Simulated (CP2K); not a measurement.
Consider 5-hydroxypyrimidine at its PBE geometry (Å).

```xyz
11

O    -2.2023    0.3217    0.1076
C    -0.8441    0.1388    0.0419
C    -0.0105    1.2471    0.2365
N     1.3229    1.1406    0.1986
C     1.8209   -0.0843   -0.0427
N     1.1189   -1.2089   -0.2505
C    -0.2172   -1.0885   -0.2073
H    -2.6479   -0.5277   -0.0644
H    -0.4428    2.2327    0.4273
H     2.9084   -0.1735   -0.0725
H    -0.8064   -1.9980   -0.3745
```

Method: CP2K XAS_TDP, all-electron GAPW, PBEh(45%), aug-cc-pVDZ, TDA, GW2X-corrected core level, no relativity.

Question: Predict the bright core excitations at the O K edge.

Leading lines: O1 536.32 eV. The leading line of an atom is its first one with 35 % of the strongest within 2.5 eV of its lowest line over the strength cut. Core ionisation energies at this level: O1 540.01 eV.

The first six lines of each atom with a strength over 0.0015:

```tsv
atom	energy (eV)	states	strength, one atom	above the computed threshold
O1 (bonded to C and H)	536.32	1	0.0192	
	536.95	1	0.0086	
	538.73	1	0.0169	
	538.82	1	0.0096	
	539.38	1	0.0117	
	539.55	1	0.0036
```

Lines are vertical, at one geometry, with no vibrational structure. GW2X ionisation energies and lines can be off by 1 to 2 eV either way, and a good line position may hide errors that cancel. These values hold no scalar relativity, about 0.4 eV for O 1s. Rydberg lines, and the discretised continuum above threshold, depend on the basis and the box.

[Banner, clock and machine lines of the logs are left out without a mark of their own.]

[Logs are printed without paths, hosts, clocks, repeated set-up lines and the standing remarks that a program may print on its own settings, such as how far it seeks lower states.]

[Hosts, paths, dates, database ids (printed as entryN), source tags and the programs' standing remarks are cut or masked in the printed files.]
